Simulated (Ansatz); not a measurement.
# CsPbBr3 (Pm-3m): phonons and vibrational spectra

Task: relax CsPbBr3 (Pm-3m), then find its harmonic phonons.

Method: DFT PBEsol, scalar-relativistic, plane waves, PAW; PAW set soft_1, in Ansatz 0.2.0.

Most raw output is cut from this account.

In doubt: the program warns that the response may not be converged on this k-mesh (steps 4, 6), which bears on the force constants and all frequencies.

## (1) The starting structure

It takes space group Pm-3m (No. 221, cubic). The conventional cell has a = 5.870 Å, b = 5.870 Å, c = 5.870 Å, α = 90.00°, β = 90.00°, γ = 90.00°. Cs has 12 Br at 4.15 Å nearest. Pb has 6 Br at 2.94 Å nearest. Br has 2 Pb at 2.94 Å and 4 Cs at 4.15 Å nearest. Farther neighbours and most contacts between anions are not listed.

## (2) Bringing the structure to rest

The cell and atoms are relaxed, since residual forces and stress would shift the frequencies.

input.yaml

```yaml
crystal:
  lattice:
    - [5.87, 0.0, 0.0]
    - [0.0, 5.87, 0.0]
    - [0.0, 0.0, 5.87]
  atoms:
    - { symbol: Cs, position: [0.0, 0.0, 0.0] }
    - { symbol: Pb, position: [0.5, 0.5, 0.5] }
    - { symbol: Br, position: [0.0, 0.5, 0.5] }
    - { symbol: Br, position: [0.5, 0.0, 0.5] }
    - { symbol: Br, position: [0.5, 0.5, 0.0] }
kpoints:
  mp_grid: { grid: [6, 6, 6] }
hamiltonian:
  xc: pbesol
  pseudopotentials: { kind: paw, azcp: { folder: soft_1 }, xc_functional: pbe }
scf:
  occupations: { method: gaussian, width: 0.02 }
output:
  forces: true
  stress: true
  eigenvalues: true
  write_density: true
  write_potential: true
  elf: true
  volumetric_format: npy
relax:
  adjacent_minimum: "off"
  f_tol: 0.005
  max_steps: 80
  cell: { stress_tol: 0.05 }
```

Command:

```console
> ansatz run input.yaml --threads 4 --pin off --max-ram 10240MiB --backend cpu --events-out ev --progress --plain --runs-dir out
```

Wall time 4.8 s (4 threads of Arm Neoverse V1, shared host); peak memory 0.55 GiB.

Little changed from the start: no atom moved by 0.005 Å and no cell edge by 0.1 %.

This step gave:

| Quantity | Value |
| --- | --- |
| pressure | 0.02302 GPa |
| gap on the k-mesh | 1.436 eV |
| volume per atom | 40.45 Å³ |
| direct gap on mesh | 1.436 eV |

Valence density in the ac plane at fractional y = 0.500, with atoms of Pb and Br within 0.2 Å of it. It is the smooth field of the valence electrons, not physical close to the nuclei.

Ten steps, logarithmic in the rise over the least value, from '_' (-0.1 e/Å³) to '@' (7.5 e/Å³), each cell a mean:
```
........::==++++==++++--::......
........::--++++**++==--::......
........::::--======--::........
::::......::::------::::....::::
----::::::::--====--::::::::----
++++==::::--==****++==::::--==++
++**++----==**%%%%%%++----==++++
__++++==--++##@@@@%%**==--==**==
==++++==--++##@@@@%%**==--==++++
**++==--::--++####**==--::--++++
====--::::::--++++==--::::::--==
--::::....::::------::::..::::::
..........::--====--::::........
........::--==++++++==::........
........::==++++++**++--::......
........--==**==__++++--::......
```
Columns run along a (5.9 Å), rows up along c (5.9 Å). Atoms in or near the plane, at fractional coordinates: Pb at (0.50, 0.50), Br at (0.00, 0.50), Br at (0.50, 0.00).

ELF in the ac plane at fractional y = 0.500, with atoms of Pb and Br within 0.2 Å of it. It is the smooth field of the valence electrons, not physical close to the nuclei.

Ten even steps from '0' (0.00) to '9' (0.88), each cell a mean:
```
0004899317996200
0001689989974000
2100257888641002
7520013343210146
9862012332211479
9984124444322699
5896234213423897
0496243001434881
1696244102433893
9995235434423799
9973123443211589
8741012222100268
4310135666420014
0001479999862000
0003799648985100
0004899105997200
```
Columns run along a (5.9 Å), rows up along c (5.9 Å). Atoms in or near the plane, at fractional coordinates: Pb at (0.50, 0.50), Br at (0.00, 0.50), Br at (0.50, 0.00).

Electrostatic potential energy in the ac plane at fractional y = 0.500, with atoms of Pb and Br within 0.2 Å of it. With pseudopotentials it is smooth inside the atoms' cores, unlike the true potential.

Ten even steps from '0' (-58 eV) to '9' (9 eV), each cell a mean:
```
9999984001699999
9999997435899999
9999999888999999
9999999999999999
9999998888999999
6799987445899986
0379974233589851
0058863333489830
0169973332489840
3589985334789974
8899998767899998
9999999989999999
9999999989999999
9999998657999999
9999985103799999
9999983000699999
```
Columns run along a (5.9 Å; values clipped at the 3rd and 97th percentile), rows up along c (5.9 Å). Atoms in or near the plane, at fractional coordinates: Pb at (0.50, 0.50), Br at (0.00, 0.50), Br at (0.50, 0.00).

In this step the volume went from 40.45 to 40.45 Å³/atom.

## (3) Tight relaxation, k-mesh 6×6×6

Phonons need a cell at rest on their own settings, so the relaxation is repeated with tight tolerances on forces and stress on the k mesh and occupations of the first response run.

input.yaml, the sections that differ from step 2:

```yaml
scf:
  occupations: { method: fixed }
output:
  forces: true
  stress: true
  eigenvalues: true
relax:
  adjacent_minimum: "off"
  f_tol: 0.001
  max_steps: 60
  cell: { stress_tol: 0.01 }
# crystal, kpoints, hamiltonian: as in step 2
```

Run time: 6 s. Hardware: 4 threads; peak memory 0.55 GiB.

Little changed from the start: no atom moved by 0.005 Å and no cell edge by 0.1 %.

Numbers from this step:

| Item | Value |
| --- | --- |
| pressure | 0.009704 GPa |
| gap on the k-mesh | 1.438 eV |
| volume per atom | 40.48 Å³ |
| direct gap on mesh | 1.438 eV |

The forces vanish by symmetry and the pressure is 0.010 GPa, within the tolerances set. The cell now holds 40.48 Å³/atom.

## (4) A first phonon run

The phonons are first tried on the mesh that the gap suggested.

input.yaml, the sections that differ from step 3:

```yaml
crystal:
  lattice:
    - [5.8712043682, 0.0, 0.0]
    - [0.0, 5.8712043682, 0.0]
    - [0.0, 0.0, 5.8712043682]
  atoms:
    - { symbol: Cs, position: [0.0, 0.0, 0.0] }
    - { symbol: Pb, position: [0.5, 0.5, 0.5] }
    - { symbol: Br, position: [0.0, 0.5, 0.5] }
    - { symbol: Br, position: [0.5, 0.0, 0.5] }
    - { symbol: Br, position: [0.5, 0.5, 0.0] }
output:
  eigenvalues: true
phonons:
  method: dfpt
  dielectric: true
  rigid_motions: translations
  raman: true
# kpoints, hamiltonian, scf: as in step 3
# relax: removed
```

Run time: 5.4 min. Hardware: 4 threads; peak memory 2.4 GiB; 21 min of CPU time.

Numbers from this step:

```
sum-rule residual before enforcement                    : 8.03e-5 eV/Å²
miss of the charge sum rule                             : 8.11e-4 e
estimated error of the dielectric tensor                : 0.08998
estimated error of the Born charges                     : 0.3083 e
point group                                             : m-3m
highest optical mode at the zone centre (no LO-TO term) : 99.5 cm⁻¹
lowest optical zone-centre mode                         : -17.75 cm⁻¹
mean high-frequency dielectric constant                 : 4.900
largest Born charge (third of the trace)                : 4.315 e
top of the zone-centre spectrum with the field          : 160.9 cm⁻¹
```

The highest optical mode at Γ without the field comes at 99.5 cm⁻¹, but the log warns of the mesh: “the force constants stand on the 6×6×6 k-mesh, whose period is 10.20 times the interband length at k = (-0.5000, -0.5000, -0.5000), direct gap 1.438 eV, under 14: take them and everything formed from them as unconverged”.

## (5) Relaxing to small forces for the phonons, k-mesh 10×10×10

The k mesh is raised to 10×10×10 since a zone-centre run on the first mesh warned that it was too coarse for the force constants, and the cell is relaxed again on it.

input.yaml, the sections that differ from step 4:

```yaml
kpoints:
  mp_grid: { grid: [10, 10, 10] }
output:
  forces: true
  stress: true
  eigenvalues: true
relax:
  adjacent_minimum: "off"
  f_tol: 0.001
  max_steps: 60
  cell: { stress_tol: 0.01 }
# crystal, hamiltonian, scf: as in step 4
# phonons: removed
```

Wall time 11 s (4 threads); peak memory 0.65 GiB; 43 s of CPU time.

Little changed from the start: no atom moved by 0.005 Å and no cell edge by 0.1 %.

Numbers from this step:

```
pressure           : -0.008012 GPa
gap on the k-mesh  : 1.439 eV
direct gap on mesh : 1.439 eV
```

The forces vanish by symmetry and the pressure is -0.008 GPa, within the tolerances set. The cell now holds 40.48 Å³/atom.

## (6) Zone-centre response

The zone centre is the only wavevector solved here; it holds the modes that light can see, as far as symmetry allows. The response to a homogeneous field gives the Born charges and the dielectric tensor, and its change with displacement the Raman tensors.

Changes to input.yaml since step 5:

```diff
@@ -19,9 +19,7 @@
 output:
-  forces: true
-  stress: true
   eigenvalues: true
-relax:
-  adjacent_minimum: "off"
-  f_tol: 0.001
-  max_steps: 60
-  cell: { stress_tol: 0.01 }
+phonons:
+  method: dfpt
+  dielectric: true
+  rigid_motions: translations
+  raman: true
```

Elapsed: 11 min, on 4 threads; peak memory 6.6 GiB; 44 min of CPU time.

Numbers from this step:

```
sum-rule residual before enforcement                    : 7.03e-5 eV/Å²
miss of the charge sum rule                             : 0.001753 e
estimated error of the dielectric tensor                : 0.02121
estimated error of the Born charges                     : 0.04252 e
highest optical mode at the zone centre (no LO-TO term) : 100.1 cm⁻¹
lowest optical zone-centre mode                         : -17.28 cm⁻¹
mean high-frequency dielectric constant                 : 4.901
top of the zone-centre spectrum with the field          : 161.3 cm⁻¹
```

Without the LO-TO term. Patterns of degenerate modes are one choice out of their space. The modes at Γ (shares of kinetic energy by element, %) (negative means imaginary):

| mode | frequency (cm⁻¹) | symmetry | Cs % | Pb % | Br % |
| --- | --- | --- | --- | --- | --- |
| 1 | -17.3 | T1u | 66 | 1 | 33 |
| 2 | -17.3 | T1u | 66 | 1 | 33 |
| 3 | -17.3 | T1u | 66 | 1 | 33 |
| 4 | 0.0 | acoustic | 23 | 36 | 41 |
| 5 | 0.0 | acoustic | 23 | 36 | 41 |
| 6 | 0.0 | acoustic | 23 | 36 | 41 |
| 7 | 13.4 | T2u | 0 | 0 | 100 |
| 8 | 13.4 | T2u | 0 | 0 | 100 |
| 9 | 13.4 | T2u | 0 | 0 | 100 |
| 10 | 37.5 | T1u | 11 | 42 | 47 |
| 11 | 37.5 | T1u | 11 | 42 | 47 |
| 12 | 37.5 | T1u | 11 | 42 | 47 |
| 13 | 100.1 | T1u | 0 | 21 | 79 |
| 14 | 100.1 | T1u | 0 | 21 | 79 |
| 15 | 100.1 | T1u | 0 | 21 | 79 |

Displacements in mode 3 (-17.3 cm⁻¹), the largest set to 1:
```
Cs1 -0.43 -0.35  1.00
Pb2  0.04  0.03 -0.10
Br3  0.06  0.22 -0.63
Br4  0.27  0.05 -0.63
Br5  0.27  0.22 -0.14
```

Displacements in mode 12 (37.5 cm⁻¹), the largest set to 1:
```
Cs1  0.00 -0.57 -0.42
Pb2  0.01  0.90  0.66
Br3  0.00 -1.00 -0.73
Br4 -0.01  0.61 -0.73
Br5 -0.01 -1.00  0.45
```

Optical modes at the zone centre, without and with the macroscopic field of the longitudinal modes; each column is sorted by frequency, so a row need not hold one and the same mode. Modes with and without the field, by row:

| rank among optical modes | no field (cm⁻¹) | q along (1, 0, 0) (cm⁻¹) |
| --- | --- | --- |
| 1 | -17.3 | -17.3 |
| 2 | -17.3 | -17.3 |
| 3 | -17.3 | 13.4 |
| 4 | 13.4 | 13.4 |
| 5 | 13.4 | 13.4 |
| 6 | 13.4 | 14.4 |
| 7 | 37.5 | 37.5 |
| 8 | 37.5 | 37.5 |
| 9 | 37.5 | 40.6 |
| 10 | 100.1 | 100.1 |
| 11 | 100.1 | 100.1 |
| 12 | 100.1 | 161.3 |

Born charge (rows field, columns displacement) (e), principal values of the symmetric part by kind of site:

| atom | atoms with these values | low | middle | high | mean |
| --- | --- | --- | --- | --- | --- |
| Cs1 | 1 | 1.34 | 1.34 | 1.34 | 1.34 |
| Pb2 | 1 | 4.32 | 4.32 | 4.32 | 4.32 |
| Br3 | 3 | -4.20 | -0.73 | -0.73 | -1.89 |

In full for Cs1:

```
1.34 0.00 0.00
0.00 1.34 0.00
0.00 0.00 1.34
```

High-frequency dielectric tensor:

```
4.90 0.00 0.00
0.00 4.90 0.00
0.00 0.00 4.90
```

Transverse modes; imaginary modes are left out. Lines of the infrared spectrum (strongest = 100):

| position (cm⁻¹) | label | relative intensity |
| --- | --- | --- |
| 13 | T2u | 0.0 |
| 38 | T1u | 3.4 |
| 100 | T1u | 100 |

Before it was imposed, the acoustic sum rule was missed by 7.0e-5 eV/Å² and the charge sum rule by 0.0018 e. Small misses are needed for a sound result but don't prove that mesh and cutoff are converged. Against the first mesh the highest mode moved by +0.6 cm⁻¹. The lowest optical mode is imaginary, 17.3i cm⁻¹, so the energy falls along it.

The log warns of the k mesh: “the force constants stand on the 10×10×10 k-mesh, whose period is 13.53 times the interband length at k = (-0.5000, -0.5000, -0.5000), direct gap 1.439 eV, under 14: take them and everything formed from them as unconverged”.

## (7) Isotope substitution, element Br, natural mass 79.904 amu

An isotope changes the mass and not the force constants, so no new electronic calculation is needed; the shifts show which modes move this element.

The same force constants with the mass of Br changed from 79.904 to 80.916 u (phonopy, no LO-TO term). Both lists are sorted by frequency; levels can cross, so a row need not hold one and the same mode. Modes under 3 cm⁻¹ are left out. Isotope shifts, by row:

| q | rank | natural mass (cm⁻¹) | changed mass (cm⁻¹) |
| --- | --- | --- | --- |
| 0 0 0 | 1 | -17.28 | -17.24 |
| 0 0 0 | 2 | -17.28 | -17.24 |
| 0 0 0 | 3 | -17.28 | -17.24 |
| 0 0 0 | 7 | 13.43 | 13.34 |
| 0 0 0 | 8 | 13.43 | 13.34 |
| 0 0 0 | 9 | 13.43 | 13.34 |
| 0 0 0 | 10 | 37.46 | 37.35 |
| 0 0 0 | 11 | 37.46 | 37.35 |
| 0 0 0 | 12 | 37.46 | 37.35 |
| 0 0 0 | 13 | 100.1 | 99.58 |
| 0 0 0 | 14 | 100.1 | 99.58 |
| 0 0 0 | 15 | 100.1 | 99.58 |

A mode of this element alone would shift by -0.63 %. The highest zone-centre frequency without the field goes from 100.1 to 99.6 cm⁻¹ (-0.5 %).

## (8) Another isotope, element Pb, natural mass 207.2 amu

The same for Pb, from 207.20 to 203.97 u.

The same force constants with the mass of Pb changed from 207.200 to 203.973 u (phonopy, no LO-TO term). Both lists are sorted by frequency; levels can cross, so a row need not hold one and the same mode. Modes under 3 cm⁻¹ are left out. Isotope shifts, by row:

| q | rank | natural mass (cm⁻¹) | changed mass (cm⁻¹) |
| --- | --- | --- | --- |
| 0 0 0 | 1 | -17.28 | -17.28 |
| 0 0 0 | 2 | -17.28 | -17.28 |
| 0 0 0 | 3 | -17.28 | -17.28 |
| 0 0 0 | 7 | 13.43 | 13.43 |
| 0 0 0 | 8 | 13.43 | 13.43 |
| 0 0 0 | 9 | 13.43 | 13.43 |
| 0 0 0 | 10 | 37.46 | 37.59 |
| 0 0 0 | 11 | 37.46 | 37.59 |
| 0 0 0 | 12 | 37.46 | 37.59 |
| 0 0 0 | 13 | 100.1 | 100.2 |
| 0 0 0 | 14 | 100.1 | 100.2 |
| 0 0 0 | 15 | 100.1 | 100.2 |

A mode of this element alone would shift by +0.79 %. The highest zone-centre frequency without the field goes from 100.1 to 100.2 cm⁻¹ (+0.2 %).

## (9) Results

- space group after relaxation (within 0.01 Å): Pm-3m
- volume per atom: 40.5 Å³
- gap on the k-mesh: 1.44 eV
- highest optical mode at the zone centre (no LO-TO term): 100 cm⁻¹
- top of the zone-centre spectrum with the field: 161 cm⁻¹
- lowest optical zone-centre mode: -17.3 cm⁻¹
- mean high-frequency dielectric constant: 4.90
- largest Born charge (third of the trace): 4.32 e
- imaginary modes at Γ (the only wavevector solved): yes

In words: A zone-centre mode is imaginary (17.3i cm⁻¹), so this structure is not a minimum of the energy. Without the field, the optical modes at Γ span -17 to 100 cm⁻¹ (negative means imaginary). No dispersion was computed. The highest mode in this list at Γ, 100.1 cm⁻¹, is mostly motion of Br (79 % of the kinetic energy). With the macroscopic field of the longitudinal modes the top of the zone-centre spectrum lies at 161 cm⁻¹, against 100 cm⁻¹ without it. Among the real modes, the strongest infrared line is at 100 cm⁻¹. With the field response the log warns that the k mesh is coarse for the force constants too, so the frequencies may not be converged. Spin-orbit coupling is left out, which can matter for the heavy elements here. The PAW files were made for PBE and serve the other functionals too. These are harmonic frequencies at zero temperature: anharmonic shifts, linewidths and thermal expansion are left out.

[Logs are printed without paths, hosts, clocks, repeated set-up lines and the standing remarks that a program may print on its own settings, such as how far it seeks lower states.]

[Hosts, paths, dates, database ids (printed as entryN), source tags and the programs' standing remarks are cut or masked in the printed files.]
